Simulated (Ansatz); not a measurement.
## TiInSn in the AlB2 type: lattice stability ahead of a resistivity run

Question: is the lattice of TiInSn in the AlB2 type stable, and if so, what are its coupling constant and resistivity?

Calculated with Ansatz 0.2.0; DFT PBEsol, scalar-relativistic, plane waves, PAW; PAW set soft_1.

The structure was built from a prototype and need not be the compound's stable phase.

**1. Set-up**

It takes space group P-6m2 (No. 187, hexagonal). The conventional cell has a = 4.269 Å, b = 4.269 Å, c = 4.483 Å, α = 90.00°, β = 90.00°, γ = 120.00°. Ti has 6 Sn at 3.33 Å and 6 In at 3.33 Å nearest. Sn has 3 In at 2.46 Å and 6 Ti at 3.33 Å nearest. Nearest to In lie 3 Sn at 2.46 Å and 6 Ti at 3.33 Å. Farther neighbours are not listed.

**2. Relaxing cell and atoms**

Lattice constant and positions set the bands and the force constants, so the cell is relaxed first.

input.yaml reads:

```yaml
crystal:
  lattice:
    - [4.26915, 0.0, 0.0]
    - [-2.13458, 3.69719, 0.0]
    - [0.0, 0.0, 4.48261]
  atoms:
    - { symbol: Ti, position: [0.0, 0.0, 0.0] }
    - { symbol: Sn, position: [0.33333333, 0.66666667, 0.5] }
    - { symbol: In, position: [0.66666667, 0.33333333, 0.5] }
kpoints:
  mp_grid: { grid: [9, 9, 8] }
hamiltonian:
  xc: pbesol
  pseudopotentials: { kind: paw, azcp: { folder: soft_1 }, xc_functional: pbe }
scf:
  occupations: { method: gaussian, width: 0.1 }
output:
  forces: true
  stress: true
  eigenvalues: true
relax:
  adjacent_minimum: "off"
  f_tol: 0.005
  max_steps: 80
  cell: { stress_tol: 0.05 }
```

Launch:

```sh
ansatz run input.yaml --threads 4 --pin off --max-ram 12288MiB --backend cpu --events-out ev --progress --plain --runs-dir out
```

Numbers of over 12 decimals in the logs are rounded to 6 here.

The log of the run:

```text
Engine: ansatz 0.2.0, aarch64-unknown-linux-gnu
Pseudopotentials: kind: paw
Pseudopotential: Ti, paw, valence charge 12, recommended cutoff 420 eV (normal), soft_1/Ti.paw.azcp
Pseudopotential: Sn, paw, valence charge 14, recommended cutoff 420 eV (normal), soft_1/Sn.paw.azcp
Pseudopotential: In, paw, valence charge 13, recommended cutoff 420 eV (normal), soft_1/In.paw.azcp
Functional definition: PBEsol
  exchange = pbesol_x
  correlation = pbesol_c
Crystal: 3 atoms, lattice volume = 70.753 Å³
Basis set: ecut = 420 eV, 1413 PW (Γ), exchange–correlation on 60×60×60 points (8 copies of the dense FFT grid, shifted against one another)
Bands: 24, of which v1, the nominal top of the filled ones, is band 20 counted from 1 (19 counted from 0)
Symmetry: 12 space group operations
Space group: P-6m2 (ITA 187), of the structure as read, at distance tolerance 4.1e-5 Å
k-points: 60 of 648 (time reversal used)
Non-local potential: Ti, projectors of the file, l = 0: 3, l = 1: 2, l = 2: 3, l = 3: 1
Non-local potential: Sn, projectors of the file, l = 0: 2, l = 1: 2, l = 2: 2, l = 3: 1
Non-local potential: In, projectors of the file, l = 0: 2, l = 1: 2, l = 2: 2, l = 3: 1
PAW form: soft (Blöchl's): semilocal exchange-correlation on the pseudo side does not see the compensation charge
PAW frozen core: Ti, regenerated for the run's functional, and the local potential with it (the file was generated under x = pbe(κ = 0.804, μ = 0.219515), c = pbe(β = 0.066725))
PAW frozen core: Sn, regenerated for the run's functional, and the local potential with it (the file was generated under x = pbe(κ = 0.804, μ = 0.219515), c = pbe(β = 0.066725))
PAW frozen core: In, regenerated for the run's functional, and the local potential with it (the file was generated under x = pbe(κ = 0.804, μ = 0.219515), c = pbe(β = 0.066725))
PAW one-centre angular grid: Ti, 590 points (default); XC on 64 Gauss nodes
PAW one-centre angular grid: Sn, 590 points (default); XC on 64 Gauss nodes
PAW one-centre angular grid: In, 590 points (default); XC on 64 Gauss nodes
Initial density: superposition of atomic densities (chi_scale 0.1, normalization cell, long waves kept (reshape's long-wave potential 0.00 eV rms))
Initial wavefunctions: pseudopotential atomic-orbital guess
Functional: x = pbesol(κ = 0.804, μ = 0.123457), c = pbesol(β = 0.046)
SCF iter   1: F=—  HF=-13946.884113 eV  |F-HF|=—  |Δ(HF+E_count)|=         —  Δρ=4.59e-2  dr2=2.74e0  ethr=3.10e-3  ⟨swp⟩=5.9  Hψ=6163  notcnv=0
preconditioner: auto → Kerker (q_TF=auto, 2.470 Å⁻¹)  [metal: Δε(μ)=0.007 eV  Ē_g=13.270 eV  σ=0.100 eV  W_gap=0.04  n_scr=20 (ndim 8)  ℏωp=24.6 eV  f_vac=0.000  D(μ)=5.61/eV (n_scr^D=70)]
SCF iter   2: F=—  HF=-13946.487620 eV  |F-HF|=—  |Δ(HF+E_count)|=   3.96e-1  Δρ=2.02e-2  dr2=4.62e-1  ethr=3.10e-3  ⟨swp⟩=3.0  Hψ=2957  notcnv=0
SCF iter   3: F=—  HF=-13946.433064 eV  |F-HF|=—  |Δ(HF+E_count)|=   5.46e-2  Δρ=5.71e-3  dr2=2.10e-2  ethr=1.18e-3  ⟨swp⟩=2.0  Hψ=1839  notcnv=0
SCF iter   4: F=—  HF=-13946.430318 eV  |F-HF|=—  |Δ(HF+E_count)|=   2.75e-3  Δρ=8.82e-4  dr2=5.49e-4  ethr=5.40e-5  ⟨swp⟩=2.9  Hψ=2788  notcnv=0
SCF iter   5: F=—  HF=-13946.430218 eV  |F-HF|=—  |Δ(HF+E_count)|=   1.00e-4  Δρ=2.53e-4  dr2=4.26e-5  ethr=1.41e-6  ⟨swp⟩=2.0  Hψ=2095  notcnv=0
SCF iter   6: F=—  HF=-13946.430241 eV  |F-HF|=—  |Δ(HF+E_count)|=   2.31e-5  Δρ=9.04e-5  dr2=6.96e-6  ethr=1.09e-7  ⟨swp⟩=2.1  Hψ=2040  notcnv=0
SCF iter   7: F=—  HF=-13946.430241 eV  |F-HF|=—  |Δ(HF+E_count)|=   8.94e-7  Δρ=3.74e-5  dr2=1.15e-6  ethr=1.78e-8  ⟨swp⟩=2.8  Hψ=2635  notcnv=0
SCF iter   8: F=—  HF=-13946.430240 eV  |F-HF|=—  |Δ(HF+E_count)|=   2.91e-7  Δρ=1.46e-5  dr2=1.75e-7  ethr=2.95e-9  ⟨swp⟩=2.4  Hψ=2097  notcnv=0
SCF iter   9: F=-13946.430240 eV  HF=-13946.430240 eV  |F-HF|=2.12e-9  |Δ(HF+E_count)|=   3.71e-8  Δρ=2.69e-6  dr2=6.27e-9  ethr=2.56e-10  ⟨swp⟩=4.9  Hψ=4798  notcnv=0
SCF 1 converged in 9 iterations: F = -13946.430240 eV  dr2 = 6.27e-9
  greatest PAW one-centre occupation: 0.998 electrons in one spin orbital (limit 2), on the Ti atom at site 0 (counted from 0), in its partial waves of l = 0
relax step   1: F+E_penalty+E_count = -13946.43024019 eV  Δ(F+E_penalty+E_count) = +0.000e0 eV  max|allowed force component| = 1.249e-16 eV/Å  Δτ_max = 0.0000 Å  P = +7.135 GPa  Ω = 70.753 Å³  (9 SCF iters, dr2 threshold 1.00e-7 eV, accepted)
Crystal: 3 atoms, lattice volume = 72.893 Å³
Basis set: ecut = 420 eV, 1437 PW (Γ), exchange–correlation on 60×60×60 points (8 copies of the dense FFT grid, shifted against one another)
Initial density: handed on by an earlier stage of this run
Initial wavefunctions: those handed on with the density
iter 1 solved again at ethr=2.61e-5 eV; its pass at ethr=3.10e-3 eV (dr2=1.02e-2 eV) is discarded
SCF iter   1: F=—  HF=-13947.170432 eV  |F-HF|=—  |Δ(HF+E_count)|=         —  Δρ=4.87e-3  dr2=1.01e-2  ethr=2.61e-5  ⟨swp⟩=1.4  Hψ=8861  notcnv=0
preconditioner: auto → Kerker (q_TF=auto, 2.458 Å⁻¹)  [metal: Δε(μ)=0.000 eV  Ē_g=14.298 eV  σ=0.100 eV  W_gap=0.00  n_scr=20 (ndim 8)  ℏωp=24.2 eV  f_vac=0.000  D(μ)=5.14/eV (n_scr^D=58)]
SCF iter   2: F=—  HF=-13947.170119 eV  |F-HF|=—  |Δ(HF+E_count)|=   3.13e-4  Δρ=2.83e-3  dr2=3.93e-3  ethr=2.58e-5  ⟨swp⟩=1.0  Hψ=1440  notcnv=0
SCF iter   3: F=—  HF=-13947.169896 eV  |F-HF|=—  |Δ(HF+E_count)|=   2.23e-4  Δρ=5.16e-4  dr2=2.74e-4  ethr=1.01e-5  ⟨swp⟩=2.3  Hψ=1746  notcnv=0
SCF iter   4: F=—  HF=-13947.169840 eV  |F-HF|=—  |Δ(HF+E_count)|=   5.62e-5  Δρ=1.67e-4  dr2=3.51e-5  ethr=7.03e-7  ⟨swp⟩=2.1  Hψ=1830  notcnv=0
SCF iter   5: F=—  HF=-13947.169832 eV  |F-HF|=—  |Δ(HF+E_count)|=   7.85e-6  Δρ=8.16e-5  dr2=3.85e-6  ethr=9.01e-8  ⟨swp⟩=2.2  Hψ=1900  notcnv=0
SCF iter   6: F=—  HF=-13947.169831 eV  |F-HF|=—  |Δ(HF+E_count)|=   1.01e-6  Δρ=1.96e-5  dr2=3.99e-7  ethr=9.88e-9  ⟨swp⟩=2.2  Hψ=2599  notcnv=0
SCF iter   7: F=-13947.169831 eV  HF=-13947.169831 eV  |F-HF|=9.37e-9  |Δ(HF+E_count)|=   4.76e-8  Δρ=4.45e-6  dr2=1.99e-8  ethr=7.69e-10  ⟨swp⟩=5.3  Hψ=5340  notcnv=0
SCF 2 converged in 7 iterations: F = -13947.169831 eV  dr2 = 1.99e-8
relax step   2: F+E_penalty+E_count = -13947.16983099 eV  Δ(F+E_penalty+E_count) = -7.396e-1 eV  max|allowed force component| = 1.884e-17 eV/Å  Δτ_max = 0.0000 Å  P = +0.179 GPa  Ω = 72.893 Å³  energy of the carried Pulay correction = -1.662e-4 eV  (7 SCF iters, dr2 threshold 3.00e-7 eV, accepted)
Crystal: 3 atoms, lattice volume = 71.199 Å³
Basis set: ecut = 420 eV, 1387 PW (Γ), exchange–correlation on 60×60×60 points (8 copies of the dense FFT grid, shifted against one another)
[...]
relax step   8: F+E_penalty+E_count = -13948.99558683 eV  Δ(F+E_penalty+E_count) = -2.746e-1 eV  max|allowed force component| = 8.327e-17 eV/Å  Δτ_max = 0.0000 Å  P = +3.194 GPa  Ω = 59.570 Å³  energy of the carried Pulay correction = +1.335e-3 eV  (6 SCF iters, dr2 threshold 3.00e-7 eV, accepted)
relax step   9: F+E_penalty+E_count = -13949.05532232 eV  Δ(F+E_penalty+E_count) = -5.974e-2 eV  max|allowed force component| = 8.635e-17 eV/Å  Δτ_max = 0.0000 Å  P = -1.635 GPa  Ω = 62.622 Å³  energy of the carried Pulay correction = +1.014e-3 eV  (6 SCF iters, dr2 threshold 3.00e-7 eV, accepted)
relax step  10: F+E_penalty+E_count = -13949.06571555 eV  Δ(F+E_penalty+E_count) = -1.039e-2 eV  max|allowed force component| = 4.318e-17 eV/Å  Δτ_max = 0.0000 Å  P = +0.935 GPa  Ω = 60.865 Å³  energy of the carried Pulay correction = +1.212e-3 eV  (6 SCF iters, dr2 threshold 3.00e-7 eV, accepted)
relax step  11: F+E_penalty+E_count = -13949.06839392 eV  Δ(F+E_penalty+E_count) = -2.678e-3 eV  max|allowed force component| = 5.243e-17 eV/Å  Δτ_max = 0.0000 Å  P = -0.199 GPa  Ω = 61.573 Å³  energy of the carried Pulay correction = +1.133e-3 eV  (6 SCF iters, dr2 threshold 3.00e-7 eV, accepted)
relax step  12: F+E_penalty+E_count = -13949.06848854 eV  Δ(F+E_penalty+E_count) = -9.462e-5 eV  max|allowed force component| = 4.626e-17 eV/Å  Δτ_max = 0.0000 Å  P = -0.021 GPa  Ω = 61.454 Å³  energy of the carried Pulay correction = +1.146e-3 eV  (6 SCF iters, dr2 threshold 1.03e-7 eV, accepted)
relax step  13: F+E_penalty+E_count = -13949.08037765 eV  Δ(F+E_penalty+E_count) = -1.189e-2 eV  max|allowed force component| = 3.084e-17 eV/Å  Δτ_max = 0.0000 Å  P = +0.400 GPa  Ω = 61.454 Å³  stress off target by 6.02e-1 GPa  SCF on the basis re-selected at this cell (its energy is not comparable with the rows above)  (7 SCF iters)
relax step  14: F+E_penalty+E_count = -13949.08120728 eV  Δ(F+E_penalty+E_count) = -8.296e-4 eV  max|allowed force component| = 1.049e-16 eV/Å  Δτ_max = 0.0000 Å  P = +0.072 GPa  Ω = 61.716 Å³  energy of the carried Pulay correction = -3.465e-5 eV  (6 SCF iters, dr2 threshold 3.00e-7 eV, accepted)
relax step  15: F+E_penalty+E_count = -13949.08126908 eV  Δ(F+E_penalty+E_count) = -6.181e-5 eV  max|allowed force component| = 6.476e-17 eV/Å  Δτ_max = 0.0000 Å  P = +0.003 GPa  Ω = 61.781 Å³  energy of the carried Pulay correction = -4.347e-5 eV  (6 SCF iters, dr2 threshold 4.83e-8 eV, accepted)
iter 1 solved again at ethr=7.41e-8 eV; its pass at ethr=3.10e-3 eV (dr2=2.89e-5 eV) is discarded
SCF iter   1: F=—  HF=-13949.081306 eV  |F-HF|=—  |Δ(HF+E_count)|=         —  Δρ=2.24e-5  dr2=1.05e-8  ethr=7.41e-8  ⟨swp⟩=3.6  Hψ=10308  notcnv=0
preconditioner: auto → Kerker (q_TF=auto, 2.527 Å⁻¹)  [metal: Δε(μ)=0.003 eV  Ē_g=14.533 eV  σ=0.100 eV  W_gap=0.02  n_scr=14 (ndim 8)  ℏωp=26.3 eV  f_vac=0.000  D(μ)=3.44/eV (n_scr^D=32)]
SCF iter   2: F=—  HF=-13949.081315 eV  |F-HF|=—  |Δ(HF+E_count)|=   8.78e-6  Δρ=1.14e-5  dr2=2.96e-9  ethr=2.69e-11  ⟨swp⟩=3.0  Hψ=2895  notcnv=0
SCF iter   3: F=—  HF=-13949.081315 eV  |F-HF|=—  |Δ(HF+E_count)|=   8.30e-9  Δρ=1.21e-6  dr2=1.19e-10  ethr=7.59e-12  ⟨swp⟩=2.1  Hψ=2103  notcnv=0
iter 4 did not close the SCF: its close was put off for the readings that it lacked (scf_convergence_deferred on its scf_iter line)
SCF iter   4: F=-13949.081315 eV  HF=-13949.081315 eV  |F-HF|=7.28e-12  |Δ(HF+E_count)|=  8.37e-11  Δρ=1.44e-7  dr2=7.68e-12  ethr=1.00e-12  ⟨swp⟩=1.0  Hψ=1440  notcnv=0
iter 5 did not close the SCF: its close was put off for the readings that it lacked (scf_convergence_deferred on its scf_iter line)
SCF iter   5: F=-13949.081315 eV  HF=-13949.081315 eV  |F-HF|=7.28e-12  |Δ(HF+E_count)|=    0.00e0  Δρ=2.86e-8  dr2=6.88e-13  ethr=1.00e-12  ⟨swp⟩=1.0  Hψ=1440  notcnv=0
iter 6 did not close the SCF: its close was put off for the readings that it lacked (scf_convergence_deferred on its scf_iter line)
SCF iter   6: F=-13949.081315 eV  HF=-13949.081315 eV  |F-HF|=0.00e0  |Δ(HF+E_count)|=  1.82e-12  Δρ=7.13e-9  dr2=2.78e-14  ethr=1.00e-12  ⟨swp⟩=1.0  Hψ=1440  notcnv=0
iter 7 did not close the SCF: its close was put off for the readings that it lacked (scf_convergence_deferred on its scf_iter line)
SCF iter   7: F=-13949.081315 eV  HF=-13949.081315 eV  |F-HF|=0.00e0  |Δ(HF+E_count)|=  1.82e-12  Δρ=1.45e-9  dr2=1.44e-15  ethr=1.00e-12  ⟨swp⟩=1.0  Hψ=1440  notcnv=0
SCF iter   8: F=-13949.081315 eV  HF=-13949.081315 eV  |F-HF|=0.00e0  |Δ(HF+E_count)|=    0.00e0  Δρ=3.28e-10  dr2=8.15e-17  ethr=1.00e-12  ⟨swp⟩=3.0  Hψ=4063  notcnv=0
SCF 16 converged in 8 iterations: F = -13949.081315 eV  dr2 = 8.15e-17
relax step  16: F+E_penalty+E_count = -13949.08131457 eV  Δ(F+E_penalty+E_count) = -4.549e-5 eV  max|allowed force component| = 4.318e-17 eV/Å  Δτ_max = 0.0000 Å  P = +0.002 GPa  Ω = 61.781 Å³  stress off target by 3.52e-3 GPa  SCF on the basis re-selected at this cell (its energy is not comparable with the rows above)  (8 SCF iters)
basis re-selected at this cell: Δ(F+E_penalty+E_count) = -4.549e-5 eV, ΔP = -0.000 GPa vs the last step (what re-selecting the basis moved, of the pressure what is left beyond the Pulay correction that the steps carried, after the strain that the cell walked since its last selection, with what the two solves' SCF thresholds leave and, on support functions, any second-order correction that the steps lacked; it is no m [...]
SCF converged after 8 iterations
Free energy (F): -13949.081315 eV
Harris-Foulkes:  -13949.081315 eV  (|F-HF|=0.00e0)
Internal energy: -13949.064127 eV  (E = F + TS)
E sigma→0 (E₀):  -13949.072721 eV
Entropy (-TS):   -0.017188 eV (-5.729 meV/atom)
Fermi energy:    13.354604 eV
--- Per-component energies (eV) ---
  E_band       = -193.818179
  E_kinetic    = 670.511935
  E_local      = -2645.927979  (includes V_loc(G=0)·N_el)
  E_nonlocal   = 538.073294
  E_hartree    = 1167.586234
  E_xc         = -383.053717
  E_vxc        = -316.956961  (∫ρ·V_xc dr)
  E_paw        = -9451.538277  (= ΣΔE_a)
  E_vpaw       = -774.691301  (= ΣTr[D̂ρ^β])
  E_aug_tail   = 0.000366  (compensation charges beyond the density's cutoff)
  E_ewald      = -3845.376110
  E_core_change = 0.660128  (= ΣΔE_core)
  E_smearing   = -0.017188  (= −TS)
  E_closure    = 0.000000  (closes the sum)
  Σ components = -13949.081315   (vs F -13949.081315, Δ=0.00e0)
--- Forces (eV/Å), atoms counted from 1 ---
  atom   1  Ti    -0.00000000     0.00000000     0.00000000
  atom   2  Sn     0.00000000     0.00000000     0.00000000
  atom   3  In     0.00000000     0.00000000    -0.00000000
  max |Σ_I F_I| component: 4.16e-17 eV/Å
--- Stress (GPa, compression-positive) ---
        0.001614      -0.000000      -0.000000
        0.000000       0.001614       0.000000
       -0.000000       0.000000       0.003517
  P = ⅓ Tr σ = 0.0022 GPa (0.022 kbar)
--- Band table (eV; the first three rows and the last of 60) ---
  k-point 0: bands = [... 16 lower, 9.9040, 9.9040, 12.2178, 13.3361, 13.3361, 15.3349, 15.3349, 16.0107]
  k-point 1: bands = [... 16 lower, 10.2149, 10.2149, 12.5541, 13.1947, 13.1947, 15.5812, 15.5812, 15.9970]
  k-point 2: bands = [... 16 lower, 11.0949, 11.0949, 12.6636, 12.8448, 12.8448, 15.1285, 15.7725, 15.7725]
  k-point 59: bands = [... 16 lower, 9.5135, 10.8272, 11.3415, 13.7297, 13.9386, 14.5214, 14.5669, 14.6106]
--- Relaxed structure (14 steps of the walk, 14 accepted, 2 SCFs on fresh bases) ---
  F+E_penalty+E_count = -13949.08131457 eV   max|allowed force component| = 4.318e-17 eV/Å   (the final SCF, on the basis selected at the relaxed cell)
  cell:  # Å, volume = 61.7810 Å³
    - [4.981055, 3.368134915360387e-6, 0.0]
    - [-2.490531, 4.313719, 0.0]
    - [0.0, 0.0, 2.875291]
  atoms:
    - { symbol: Ti, position: [0, 0, 0.0] }
    - { symbol: Sn, position: [0.333333, 0.666667, 0.500000] }
    - { symbol: In, position: [0.666667, 0.333333, 0.500000] }
```

Run time: 41 s. Hardware: 4 threads of Arm Neoverse V2, shared host; peak memory 0.5 GiB; 2.6 min of CPU time.

The steps of the relaxation:

| step | energy less that of the first step (eV) | largest force component (eV/Å) | pressure (GPa) | volume (Å³) |
| --- | --- | --- | --- | --- |
| 1 | 0.0000 | 0.0000 | 7.14 | 70.75 |
| 2 | -0.7396 | 0.0000 | 0.18 | 72.89 |
| 3 | -1.1014 | 0.0000 | -0.86 | 71.20 |
| 4 | -1.3856 | 0.0000 | -0.79 | 68.89 |
| 5 | -1.6335 | 0.0000 | -0.25 | 66.41 |
| 6 | -1.9211 | 0.0000 | 0.67 | 64.06 |
| 7 | -2.2908 | 0.0000 | 1.47 | 61.74 |
| 8 | -2.5653 | 0.0000 | 3.19 | 59.57 |
| 9 | -2.6251 | 0.0000 | -1.63 | 62.62 |
| 10 | -2.6355 | 0.0000 | 0.93 | 60.86 |
| 11 | -2.6382 | 0.0000 | -0.20 | 61.57 |
| 12 | -2.6382 | 0.0000 | -0.02 | 61.45 |
| 13* | -2.6501 | 0.0000 | 0.40 | 61.45 |
| 14 | -2.6510 | 0.0000 | 0.07 | 61.72 |
| 15 | -2.6510 | 0.0000 | 0.00 | 61.78 |
| 16* | -2.6511 | 0.0000 | 0.00 | 61.78 |

Relaxation steps marked * repeat the geometry before them on a plane-wave basis chosen anew for their cell, so energy and pressure can jump there.

The run keeps the 12 symmetry operations that it works with, so distortions that break them were not tested.

| cell as run | before | after | change |
| --- | --- | --- | --- |
| a (Å) | 4.269 | 4.981 | +16.7 % |
| b (Å) | 4.269 | 4.981 | +16.7 % |
| c (Å) | 4.483 | 2.875 | -35.9 % |
| volume (Å³/atom) | 23.58 | 20.59 | -12.7 % |

The relaxed structure:

```cif
data_structure
_symmetry_space_group_name_H-M 'P 1'
_symmetry_Int_Tables_number 1
_cell_length_a 4.9811
_cell_length_b 4.9811
_cell_length_c 2.8753
_cell_angle_alpha 90.000
_cell_angle_beta 90.000
_cell_angle_gamma 120.000
_cell_volume 61.78
loop_
_atom_site_label
_atom_site_type_symbol
_atom_site_fract_x
_atom_site_fract_y
_atom_site_fract_z
_atom_site_occupancy
Ti1 Ti 0.00000 0.00000 0.00000 1
Sn2 Sn 0.33333 0.66667 0.50000 1
In3 In 0.66667 0.33333 0.50000 1
```

This step gave:

```
pressure          : 0.002249 GPa
volume per atom   : 20.59 Å³/atom
metallic on mesh  : yes
gap on the k-mesh : 0 eV
```

The largest force is now zero by symmetry and the largest stress component 0.0035 GPa.

**3. Relaxing cell and atoms**

The relaxation is repeated from the new cell as a check.

input.yaml, the sections that differ from step 2:

```yaml
crystal:
  lattice:
    - [4.9810554756, 3.3681e-06, 0.0]
    - [-2.4905306547, 4.3137188955, 0.0]
    - [0.0, 0.0, 2.8752914408]
  atoms:
    - { symbol: Ti, position: [0.0, 0.0, 0.0] }
    - { symbol: Sn, position: [0.3333333333, 0.6666666667, 0.5] }
    - { symbol: In, position: [0.6666666667, 0.3333333333, 0.5] }
kpoints:
  mp_grid: { grid: [9, 9, 10] }
# hamiltonian, scf, output, relax: as in step 2
```

The log of the run:

```text
[the first part of the log is left out]
  E_paw        = -9451.477001  (= ΣΔE_a)
  E_vpaw       = -774.596841  (= ΣTr[D̂ρ^β])
  E_aug_tail   = 0.000363  (compensation charges beyond the density's cutoff)
  E_ewald      = -3844.416934
  E_core_change = 0.660128  (= ΣΔE_core)
  E_smearing   = -0.013283  (= −TS)
  E_closure    = 0.000000  (closes the sum)
  Σ components = -13949.103815   (vs F -13949.103815, Δ=0.00e0)
[...]
--- Stress (GPa, compression-positive) ---
        0.001964       0.000000       0.000000
        0.000000       0.001964       0.000000
        0.000000       0.000000       0.003849
  P = ⅓ Tr σ = 0.0026 GPa (0.026 kbar)
--- Band table (eV; the first three rows and the last of 72) ---
[...]
--- Relaxed structure (3 steps of the walk, 3 accepted, 1 SCFs on fresh bases) ---
[...]
cell:  # Å, volume = 61.8242 Å³
    - [4.985118, 3.370870031346355e-6, 0.0]
    - [-2.492562, 4.317237, 0.0]
    - [0.0, 0.0, 2.872612]
  atoms:
    - { symbol: Ti, position: [0, 0, 0.0] }
    - { symbol: Sn, position: [0.333333, 0.666667, 0.5] }
    - { symbol: In, position: [0.666667, 0.333333, 0.5] }
```

Run time: 11 s. Hardware: 4 threads; peak memory 0.48 GiB.

Little changed from the start: no atom moved by 0.005 Å and no cell edge by 0.1 %.

This step gave:

* pressure: 0.002593 GPa
* volume per atom: 20.61 Å³/atom

The largest force is now zero by symmetry and the largest stress component 0.0038 GPa.

[end of part 1 of 3]

[Logs are printed without paths, hosts, clocks, repeated set-up lines and the standing remarks that a program may print on its own settings, such as how far it seeks lower states.]

[Hosts, paths, dates, database ids (printed as entryN), source tags and the programs' standing remarks are cut or masked in the printed files.]
